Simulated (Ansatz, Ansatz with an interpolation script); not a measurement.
# Bi2Te2PbS2 (R-3m): what limits a Wannier interpolation of GW

How do the Wannier model and the GW settings move the interpolated bands of Bi2Te2PbS2 (R-3m)?

Program: Ansatz 0.2.0. Level of theory: maximally localised Wannier functions, PBEsol, plane waves, PAW; PAW set soft_1. Results are calculated unless marked as measured.

## 1. The structure

It takes space group R-3m (No. 166, trigonal). Conventional cell: a = 4.270 Å, b = 4.270 Å, c = 40.413 Å, α = 90.00°, β = 90.00°, γ = 120.00°. Bi has 3 S at 3.02 Å and 3 Te at 3.04 Å nearest. Te has 3 Bi at 3.04 Å nearest. Pb has 6 S at 2.99 Å nearest. Nearest to S lie 3 Pb at 2.99 Å and 3 Bi at 3.02 Å. Farther neighbours and most contacts between anions are not listed.

Coordinates:

```cif
data_structure
_symmetry_space_group_name_H-M 'R-3m:H'
_symmetry_Int_Tables_number 166
_cell_length_a 4.2701
_cell_length_b 4.2701
_cell_length_c 40.4129
_cell_angle_alpha 90.000
_cell_angle_beta 90.000
_cell_angle_gamma 120.000
_cell_volume 638.16
loop_
_atom_site_label
_atom_site_type_symbol
_atom_site_symmetry_multiplicity
_atom_site_Wyckoff_symbol
_atom_site_fract_x
_atom_site_fract_y
_atom_site_fract_z
_atom_site_occupancy
Bi1 Bi 6 c 0.66667 0.33333 0.91472 1
Te1 Te 6 c 0.00000 0.00000 0.87066 1
Pb1 Pb 3 a 0.00000 0.00000 0.00000 1
S1 S 6 c 0.33333 0.66667 0.95801 1
```

The cell and positions come from the Crystallography Open Database and are kept as given unless a step says otherwise. Spin-orbit coupling is left out unless a step names it.

## 2. Wannier model on 8×8×8

Localised functions give a small Hamiltonian that interpolates between mesh points at no cost.

File input.yaml:

```yaml
crystal:
  lattice:
    - [2.13505, 1.2326716922, 13.4709566667]
    - [-2.13505, 1.2326716922, 13.4709566667]
    - [0.0, -2.4653433845, 13.4709566667]
  atoms:
    - { symbol: Bi, position: [0.58139, 0.58139, 0.58139] }
    - { symbol: Bi, position: [0.41861, 0.41861, 0.41861] }
    - { symbol: Te, position: [0.87066, 0.87066, 0.87066] }
    - { symbol: Te, position: [0.12934, 0.12934, 0.12934] }
    - { symbol: Pb, position: [0.0, 0.0, 0.0] }
    - { symbol: S, position: [0.29134, 0.29134, 0.29134] }
    - { symbol: S, position: [0.70866, 0.70866, 0.70866] }
kpoints:
  mp_grid: { grid: [4, 4, 4] }
hamiltonian:
  xc: pbesol
  pseudopotentials: { kind: paw, azcp: { folder: soft_1 }, xc_functional: pbe }
scf:
  occupations: { method: fixed }
  n_extra_bands: 113
output:
  wannier:
    kmesh: [8, 8, 8]
    projections:
      - { species: Bi, l: p, shell: 6 }
      - { species: Pb, l: p, shell: 6 }
      - { species: S, l: p, shell: 3 }
      - { species: Te, l: p, shell: 5 }
    minimise: true
    write_hr: true
    seedname: w
    conv_tol: 1.0e-06
    max_iter: 20000
    stability_check: false
    disentanglement:
      window: [2.99, 14.52]
      frozen_window: [2.99, 11.52]
      conv_tol: 1.0e-08
```

Launch:

```sh
ansatz run input.yaml --threads 2 --pin off --max-ram 92160MiB --backend cuda --events-out ev --progress --plain --runs-dir out --devices 1 --max-vram 13GiB
```

Numbers of over 12 decimals in the logs are rounded to 6 here.

What it wrote:

```text
basis.fft_grid_basis auto: the FFT boxes are laid along the combinations [[1, 0, -1], [0, 1, -1], [0, 0, 1]] of the cell's own vectors, 4.270, 4.270 and 13.695 Å long. The dense box has 30×30×96 points. Along the cell's own vectors, as sized, it would have 96×96×96, 10.24 times as many. Of the 12 symmetry operations that the crystal satisfies within crystal.symmetry.tolerance (time reversal apart; of a slab, those th [...]
scf.n_extra_bands = 113 over 44 filled bands (N_el = 88.0): the run solves 157 bands
GPUs: using 1 of 1 available (devices: 1).
Engine: ansatz 0.2.0, x86_64-unknown-linux-gnu
Pseudopotentials: kind: paw
Pseudopotential: Bi, paw, valence charge 15, recommended cutoff 420 eV (normal), soft_1/Bi.paw.azcp
Pseudopotential: Te, paw, valence charge 16, recommended cutoff 420 eV (normal), soft_1/Te.paw.azcp
Pseudopotential: Pb, paw, valence charge 14, recommended cutoff 420 eV (normal), soft_1/Pb.paw.azcp
Pseudopotential: S, paw, valence charge 6, recommended cutoff 420 eV (normal), soft_1/S.paw.azcp
Functional definition: PBEsol
  exchange = pbesol_x
  correlation = pbesol_c
device memory: the entry about to start is reckoned to put 3.7 GiB on a device that reports 34.3 GiB free (of which the cap on the GPU budget leaves the run 13.0 GiB)
GPU FFT provider: cuFFT
GPU libraries: cuBLAS 13.8.2, cuFFT 12.4.0, cuSOLVER 12.3.4
Crystal: 7 atoms, lattice volume = 212.718 Å³
Basis set: ecut = 420 eV, 4143 PW (Γ), FFT grids on a1−a3, a2−a3, a3
Bands: 157, of which v1, the nominal top of the filled ones, is band 44 counted from 1 (43 counted from 0)
Symmetry: 12 space group operations
Space group: R-3m (ITA 166), of the structure as read, at distance tolerance 6.0e-5 Å
k-points: 13 of 64
Non-local potential: Bi, projectors of the file, l = 0: 2, l = 1: 2, l = 2: 2, l = 3: 1
Non-local potential: Te, projectors of the file, l = 0: 2, l = 1: 2, l = 2: 2, l = 3: 1
Non-local potential: Pb, projectors of the file, l = 0: 2, l = 1: 2, l = 2: 2, l = 3: 1
Non-local potential: S, projectors of the file, l = 0: 2, l = 1: 2, l = 2: 1
PAW form: soft (Blöchl's): semilocal exchange-correlation on the pseudo side does not see the compensation charge
PAW frozen core: Bi, regenerated for the run's functional, and the local potential with it (the file was generated under x = pbe(κ = 0.804, μ = 0.219515), c = pbe(β = 0.066725))
PAW frozen core: Te, regenerated for the run's functional, and the local potential with it (the file was generated under x = pbe(κ = 0.804, μ = 0.219515), c = pbe(β = 0.066725))
PAW frozen core: Pb, regenerated for the run's functional, and the local potential with it (the file was generated under x = pbe(κ = 0.804, μ = 0.219515), c = pbe(β = 0.066725))
[...]
E_ewald      = -7611.923501
  E_core_change = 1.115280  (= ΣΔE_core)
  E_smearing   = -0.000000  (= −TS)
  E_closure    = -0.000000  (closes the sum)
  Σ components = -51821.603013   (vs F -51821.603013, Δ=0.00e0)
--- Band table (eV; the first three rows and the last of 13) ---
  k-point 0: bands = [... 40 lower, 7.3716, 7.3961, 7.3961, 7.7951, 9.0284, 9.5022, 9.8249, 9.8249, ... 109 higher]
  k-point 1: bands = [... 40 lower, 6.9142, 7.1145, 7.3962, 7.7016, 9.5207, 9.8625, 10.2429, 10.7562, ... 109 higher]
  k-point 2: bands = [... 40 lower, 6.7182, 6.7981, 6.8288, 7.4387, 9.5386, 10.0627, 10.2710, 10.5696, ... 109 higher]
  k-point 12: bands = [... 40 lower, 7.2235, 7.4579, 7.4579, 8.2541, 8.5179, 9.6097, 9.6097, 9.7561, ... 109 higher]
Wannier search: line search 1 of at most 20000: gauge-dependent spread (as the search counts it) 2.0273835 Å², largest recent change 7.4e-2 Å² against conv_tol 1.0e-6 Å², 0 stops escaped
Wannier search: line search 100 of at most 20000: gauge-dependent spread (as the search counts it) 1.6674954 Å², largest recent change 7.7e-6 Å² against conv_tol 1.0e-6 Å², 0 stops escaped
Wannier search: line search 200 of at most 20000: gauge-dependent spread (as the search counts it) 1.6668404 Å², largest recent change 6.3e-6 Å² against conv_tol 1.0e-6 Å², 0 stops escaped
Wannier search: line search 300 of at most 20000: gauge-dependent spread (as the search counts it) 1.6661373 Å², largest recent change 8.9e-6 Å² against conv_tol 1.0e-6 Å², 0 stops escaped
Wannier search: line search 400 of at most 20000: gauge-dependent spread (as the search counts it) 1.6653871 Å², largest recent change 9.4e-6 Å² against conv_tol 1.0e-6 Å², 0 stops escaped
Wannier search: line search 500 of at most 20000: gauge-dependent spread (as the search counts it) 1.6645952 Å², largest recent change 7.7e-6 Å² against conv_tol 1.0e-6 Å², 0 stops escaped
Wannier search: line search 600 of at most 20000: gauge-dependent spread (as the search counts it) 1.6637442 Å², largest recent change 1.1e-5 Å² against conv_tol 1.0e-6 Å², 0 stops escaped
Wannier search: line search 700 of at most 20000: gauge-dependent spread (as the search counts it) 1.6628400 Å², largest recent change 1.1e-5 Å² against conv_tol 1.0e-6 Å², 0 stops escaped
[...]
Wannier search: line search 5700 of at most 20000: gauge-dependent spread (as the search counts it) 1.6188031 Å², largest recent change 1.9e-6 Å² against conv_tol 1.0e-6 Å², 0 stops escaped
Wannier search: line search 5800 of at most 20000: gauge-dependent spread (as the search counts it) 1.6186595 Å², largest recent change 1.7e-6 Å² against conv_tol 1.0e-6 Å², 0 stops escaped
Wannier search: line search 5900 of at most 20000: gauge-dependent spread (as the search counts it) 1.6185295 Å², largest recent change 1.2e-6 Å² against conv_tol 1.0e-6 Å², 0 stops escaped
Wannier search: line search 6000 of at most 20000: gauge-dependent spread (as the search counts it) 1.6184094 Å², largest recent change 1.4e-6 Å² against conv_tol 1.0e-6 Å², 0 stops escaped
WARN: <dir> 1410 periodic images of 1324 elements of H(R) lie 4.88e-4 to 1.95e-3 Å beyond their element's nearest image, near the 9.77e-4 Å window within which an element is shared among its images; whether they share it moves the interpolated H(k) by 3.3e-3 eV (Frobenius norm, root mean square over the Brillouin zone); at the model's own mesh points H(k) does not change
[key lines of the parts left out:]
SCF converged after 11 iterations
Free energy (F): -51821.603013 eV
Fermi energy:    8.254125 eV
```

The job ended after 2.2 min (1 × NVIDIA H100 80GB HBM3 (shared by 6 runs) with 2 threads of AMD EPYC 7R13 (Zen 3), shared host; peak memory 2.6 GiB; 2.7 min of CPU time).

In the SCF lines HF is the Harris–Foulkes energy and dr2 the Hartree energy of the density residual, in eV; the loop may stop once dr2 is under the threshold and the program's other checks hold. Hψ counts applications of the Hamiltonian.

This step gave:

```
gauge-invariant spread     : 62.87 Å²
diagonal spread            : 0.1086 Å²
off-diagonal spread        : 1.510 Å²
total spread               : 64.49 Å²
least projectability       : 0.4841
localisation steps         : 6068
disentanglement steps      : 145
r.m.s. interpolation error : 0.002614 eV
r.m.s. error near the gap  : 0.003167 eV
```

Near the gap the model misses directly solved bands by 3.2 meV r.m.s. and by 25 meV at most in the window tested. This tests the starting bands, not the corrections carried with them.

## 3. Wannier model on 4×4×4

Edit input.yaml of step 2 so:

```diff
@@ -23,3 +23,3 @@
   wannier:
-    kmesh: [8, 8, 8]
+    kmesh: [4, 4, 4]
     projections:
```

What it wrote:

```text
[...]
GPUs: using 1 of 1 available (devices: 1).
[...]
GPU FFT provider: cuFFT
GPU libraries: cuBLAS 13.8.2, cuFFT 12.4.0, cuSOLVER 12.3.4
Crystal: 7 atoms, lattice volume = 212.718 Å³
Basis set: ecut = 420 eV, 4143 PW (Γ), FFT grids on a1−a3, a2−a3, a3
Bands: 157, of which v1, the nominal top of the filled ones, is band 44 counted from 1 (43 counted from 0)
Symmetry: 12 space group operations
[...]
k-points: 13 of 64
[...]
GPU buffer pool allocated for 86400 grid points (all kernels)
[...]
SCF iter   1: F=—  HF=-51823.408771 eV  |F-HF|=—  |Δ(HF+E_count)|=         —  Δρ=2.48e-2  dr2=1.66e1  ethr=3.10e-3  ⟨swp⟩=5.0  Hψ=7020  notcnv=0  defer=1428
[...]
SCF iter  11: F=-51821.603013 eV  HF=-51821.603013 eV  |F-HF|=6.15e-8  |Δ(HF+E_count)|=   8.06e-8  Δρ=3.31e-6  dr2=8.11e-8  ethr=1.14e-10  ⟨swp⟩=16.8  Hψ=22604  notcnv=0
SCF 1 converged in 11 iterations: F = -51821.603013 eV  dr2 = 8.11e-8
[...]
NSCF: frozen V_eff on 13 k-points
[...]
SCF converged after 11 iterations
Free energy (F): -51821.603013 eV
[...]
Internal energy: -51821.603013 eV  (E = F + TS)
E sigma→0 (E₀):  -51821.603013 eV
Fermi energy:    8.254125 eV
[...]
--- Band table (eV; the first three rows and the last of 13) ---
  k-point 0: bands = [... 40 lower, 7.3716, 7.3961, 7.3961, 7.7951, 9.0284, 9.5022, 9.8249, 9.8249, ... 109 higher]
  k-point 1: bands = [... 40 lower, 6.9142, 7.1145, 7.3962, 7.7016, 9.5207, 9.8625, 10.2429, 10.7562, ... 109 higher]
  k-point 2: bands = [... 40 lower, 6.7182, 6.7981, 6.8288, 7.4387, 9.5386, 10.0627, 10.2710, 10.5696, ... 109 higher]
  k-point 12: bands = [... 40 lower, 7.2235, 7.4579, 7.4579, 8.2541, 8.5179, 9.6097, 9.6097, 9.7561, ... 109 higher]
[...]
```

It took 23 s on 1 × NVIDIA H100 80GB HBM3 (shared by 6 runs) with 2 threads; peak memory 1.2 GiB.

Numbers from this step:

```yaml
gauge_invariant_spread: 56.04 Å²
diagonal_spread: 0.1027 Å²
off_diagonal_spread: 2.137 Å²
total_spread: 58.28 Å²
least_projectability: 0.4844
localisation_steps: 2060
disentanglement_steps: 51
r_m_s_interpolation_error: 0.02289 eV
r_m_s_error_near_the_gap: 0.02616 eV
```

Near the gap the model misses directly solved bands by 26.2 meV r.m.s. and by 122 meV at most in the window tested. This tests the starting bands, not the corrections carried with them.

Frozen up to 3.26 eV; above it the model need not follow the bands. The electronic bands at the labelled points (eV, zero at the valence-band top; v1 is the highest filled band, c1 the lowest empty one):

```tsv
point	v4	v3	v2	v1	c1	c2	c3	c4
Γ	-0.88	-0.86	-0.86	-0.46	0.77	1.25	1.57	1.57
halfway	-1.01	-0.82	-0.82	-0.26	0.54	1.40	1.43	1.43
T	-1.03	-0.80	-0.80	0.00	0.26	1.36	1.36	1.50
halfway	-1.39	-1.16	-0.96	-0.56	1.51	2.08	2.08	2.53
H2	-1.97	-1.35	-1.01	-0.74	1.63	1.73	2.55	3.09
jump to H0	-1.98	-1.35	-1.03	-0.72	1.65	1.72	2.56	3.06
halfway	-1.88	-1.32	-0.93	-0.52	1.08	1.84	2.17	3.07
L	-1.54	-1.46	-1.43	-0.82	1.28	1.81	2.02	2.32
halfway	-1.34	-1.14	-0.86	-0.55	1.27	1.61	1.99	2.50
Γ	-0.88	-0.86	-0.86	-0.46	0.77	1.25	1.57	1.57
halfway	-1.03	-1.02	-0.79	-0.56	1.40	1.76	2.05	2.24
S0	-1.84	-1.49	-0.97	-0.75	1.64	1.75	2.76	2.77
jump to S2	-1.82	-1.49	-0.97	-0.76	1.66	1.70	2.76	2.79
halfway	-1.90	-1.45	-1.09	-0.84	1.77	2.12	2.32	2.52
F	-1.91	-1.66	-1.14	-0.56	0.84	1.84	2.34	2.64
halfway	-1.23	-1.14	-0.98	-0.63	1.32	1.68	2.21	2.31
Γ	-0.88	-0.86	-0.86	-0.46	0.77	1.25	1.57	1.57
```

The same for Kohn-Sham, solved directly:

```tsv
point	v4	v3	v2	v1	c1	c2	c3	c4
Γ	-0.88	-0.86	-0.86	-0.46	0.77	1.25	1.57	1.57
T	-1.03	-0.80	-0.80	0.00	0.26	1.36	1.36	1.50
H2	-1.96	-1.30	-0.99	-0.71	1.71	1.80	2.50	3.05
H0	-1.96	-1.30	-0.99	-0.71	1.71	1.80	2.50	3.05
L	-1.54	-1.46	-1.43	-0.82	1.28	1.81	2.02	2.32
Γ	-0.88	-0.86	-0.86	-0.46	0.77	1.25	1.57	1.57
S0	-1.80	-1.45	-0.92	-0.75	1.74	1.77	2.70	2.78
S2	-1.80	-1.45	-0.92	-0.75	1.74	1.77	2.70	2.78
F	-1.91	-1.66	-1.14	-0.56	0.84	1.84	2.34	2.64
Γ	-0.88	-0.86	-0.86	-0.46	0.77	1.25	1.57	1.57
```

## 4. G0W0: 4×4×4 mesh, 715 empty bands, screening to 130 eV, PAW set soft_1 files

Now the one-shot GW correction: screening in the RPA, then the self-energy of the levels asked for.

This step: G0W0 on PBEsol, plane waves, PAW; PAW set soft_1.

input.yaml, the sections that differ from step 3:

```yaml
scf:
  occupations: { method: fixed }
gw:
  n_empty_bands: 715
  ecut_chi: 130.0
  qp_bands: [v12, c7]
  screening: { model: contour_deformation }
# crystal, kpoints, hamiltonian: as in step 3
# output: removed
```

What it wrote:

```text
GPUs: using 1 of 1 available (devices: 1).
[...]
GPU FFT provider: cuFFT
GPU libraries: cuBLAS 13.8.2, cuFFT 12.4.0, cuSOLVER 12.3.4
Crystal: 7 atoms, lattice volume = 212.718 Å³
Basis set: ecut = 420 eV, 4143 PW (Γ)
Bands: 53, of which v1, the nominal top of the filled ones, is band 44 counted from 1 (43 counted from 0)
Symmetry: 12 space group operations
[...]
k-points: 13 of 64
[...]
12    44      8.2541   -15.0275    -0.1314   -14.9112  0.7702     7.9827     8.0063  root ?
[...]
12    48      9.7560    -9.7768    -3.5611   -13.4127  0.7567     9.8309     9.8307  root
    12    49     10.2393   -10.0341    -3.6416   -13.7771  0.7474    10.3412    10.3407  root
    12    50     10.2393   -10.0341    -3.6416   -13.7771  0.7474    10.3412    10.3407  root
    12    51     11.3820    -8.6642    -4.2224   -13.0301  0.7561    11.5262    11.5255  root
[key lines of the parts left out:]
SCF converged after 9 iterations
Free energy (F): -51821.602997 eV
Fermi energy:    8.254089 eV
```

The job ended after 8.2 min (1 × NVIDIA H100 80GB HBM3 (shared by 6 runs) with 2 threads; peak memory 2.5 GiB).

The G0W0 gap on the mesh is 0.566 eV.

## 5. G0W0: 2×2×2 mesh, 715 empty bands, screening to 130 eV, PAW set soft_1 files

Edit input.yaml of step 4 so:

```diff
@@ -14,3 +14,3 @@
 kpoints:
-  mp_grid: { grid: [4, 4, 4] }
+  mp_grid: { grid: [2, 2, 2] }
 hamiltonian:
```

What it wrote:

```text
GPUs: using 1 of 1 available (devices: 1).
[...]
GPU FFT provider: cuFFT
GPU libraries: cuBLAS 13.8.2, cuFFT 12.4.0, cuSOLVER 12.3.4
Crystal: 7 atoms, lattice volume = 212.718 Å³
Basis set: ecut = 420 eV, 4143 PW (Γ)
Bands: 53, of which v1, the nominal top of the filled ones, is band 44 counted from 1 (43 counted from 0)
Symmetry: 12 space group operations
[...]
k-points: 4 of 8
[...]
3    44      8.2852   -14.9801    -0.1655   -14.9004  0.7499     8.0250     8.0400  root ?
[...]
3    48      9.8015    -9.2833    -4.0827   -13.3844  0.6439     9.8201     9.8199  root
     3    49     10.2853    -9.6467    -4.0359   -13.7663  0.6935    10.3700    10.3689  root
     3    50     10.2853    -9.6467    -4.0359   -13.7663  0.6935    10.3700    10.3689  root
     3    51     11.3930    -8.3627    -4.5815   -13.0251  0.7174    11.4744    11.4739  root
[key lines of the parts left out:]
SCF converged after 10 iterations
Free energy (F): -51820.356332 eV
Fermi energy:    8.285228 eV
```

Run time: 42 s. Hardware: 1 × NVIDIA H100 80GB HBM3 (shared by 6 runs) with 2 threads; peak memory 1.8 GiB; 65 s of CPU time.

The G0W0 gap on the mesh is 0.544 eV.

## 6. G0W0: 4×4×4 mesh, 332 empty bands, screening to 78 eV, PAW set soft_1 files

Edit input.yaml of step 5 so:

```diff
@@ -14,3 +14,3 @@
 kpoints:
-  mp_grid: { grid: [2, 2, 2] }
+  mp_grid: { grid: [4, 4, 4] }
 hamiltonian:
@@ -21,4 +21,4 @@
 gw:
-  n_empty_bands: 715
-  ecut_chi: 130.0
+  n_empty_bands: 332
+  ecut_chi: 78
   qp_bands: [v12, c7]
```

What it wrote:

```text
GPUs: using 1 of 1 available (devices: 1).
[...]
GPU FFT provider: cuFFT
GPU libraries: cuBLAS 13.8.2, cuFFT 12.4.0, cuSOLVER 12.3.4
Crystal: 7 atoms, lattice volume = 212.718 Å³
Basis set: ecut = 420 eV, 4143 PW (Γ)
Bands: 53, of which v1, the nominal top of the filled ones, is band 44 counted from 1 (43 counted from 0)
Symmetry: 12 space group operations
[...]
k-points: 13 of 64
[...]
12    44      8.2541   -15.0275     0.0899   -14.9112  0.7721     8.2277     8.2276  root
[...]
12    48      9.7560    -9.7768    -3.3867   -13.4127  0.7581    10.0340    10.0052  root ?
    12    49     10.2393   -10.0341    -3.3495   -13.7771  0.7485    10.5484    10.6328  root ?
    12    50     10.2393   -10.0341    -3.3495   -13.7771  0.7485    10.5484    10.6328  root ?
    12    51     11.3820    -8.6642    -3.9601   -13.0301  0.7572    11.7249    11.7878  root ?
[key lines of the parts left out:]
SCF converged after 9 iterations
Free energy (F): -51821.602997 eV
Fermi energy:    8.254089 eV
```

Run time: 4.3 min. Hardware: 1 × NVIDIA H100 80GB HBM3 (shared by 6 runs) with 2 threads; peak memory 1.8 GiB; 7 min of CPU time.

The G0W0 gap on the mesh is 0.519 eV.

## 7. Interpolated results

Times are wall times on 1 × NVIDIA H100 80GB HBM3 (shared by 6 runs) with 2 threads of AMD EPYC 7R13 (Zen 3), shared host, good to a factor of about two.

```tsv
GW mesh	empty bands	cutoff (eV)	frequency	gap on mesh (eV)	gap over zone (eV)	direct gap (eV)	valence width (eV)	GW time
4×4×4	715	130	contour deformation	0.566	0.566	0.566	5.215	8.2 min
2×2×2	715	130	contour deformation	0.544	0.543	0.543	5.074	42 s
4×4×4	332	78	contour deformation	0.519	0.519	0.519	5.225	4.3 min
```

## 8. Summary of results

* 4×4×4 mesh, 715 empty bands, screening to 130 eV, PAW set soft_1 files: 0.57 eV
* 2×2×2 mesh, 715 empty bands, screening to 130 eV, PAW set soft_1 files: 0.54 eV
* 4×4×4 mesh, 332 empty bands, screening to 78 eV, PAW set soft_1 files: 0.52 eV

The largest change, −0.05 eV in the gap over the zone, comes with 4×4×4 mesh, 332 empty bands, screening to 78 eV, PAW set soft_1 files. The first run is a reference, not a converged one, and where a row moves several settings no single cause can be named. Rows on another GW mesh add that mesh's corrections to the bands of the one model. The program marks an edge row as in doubt in the run with 4×4×4 mesh, 715 empty bands, screening to 130 eV, PAW set soft_1 files. The program marks an edge row as in doubt in the run with 2×2×2 mesh, 715 empty bands, screening to 130 eV, PAW set soft_1 files. The program marks an edge row as in doubt in the run with 4×4×4 mesh, 332 empty bands, screening to 78 eV, PAW set soft_1 files. Coarser Wannier mesh (4×4×4): the miss near the gap goes from 3 (the model on 8×8×8) to 26 meV and the total spread from 64.5 to 58.3 Å². With 2×2×2 mesh, 715 empty bands, screening to 130 eV, PAW set soft_1 files the gap over the zone moves by −0.02 eV and that on the mesh by −0.02 eV. With 4×4×4 mesh, 332 empty bands, screening to 78 eV, PAW set soft_1 files the gap over the zone moves by −0.05 eV and that on the mesh by −0.05 eV. Gaps over the zone and on the mesh differ where an edge lies off the mesh, or where a GW run starts from another density: the starting gap over the zone is 0.264 eV, on the GW meshes it is 0.264 eV and 0.265 eV. The RPA ε∞ on this mesh reaches over 25; with a narrow direct gap a coarse mesh can overstate it, and the correction is then too small. The many-body steps are scalar-relativistic: spin-orbit coupling is not in them. The program marks a band-edge row as in doubt, so the gap is less sure than its digits.

[Paths, hosts, dates, memory and timing lines, banners, echoed tables and standing remarks are left out of the program output.]

[Logs are printed without paths, hosts, clocks, repeated set-up lines and the standing remarks that a program may print on its own settings, such as how far it seeks lower states.]

[Runs of the session that timed out or met a known fault of the program may be left out.]

[Hosts, paths, dates, database ids (printed as entryN), source tags and the programs' standing remarks are cut or masked in the printed files.]
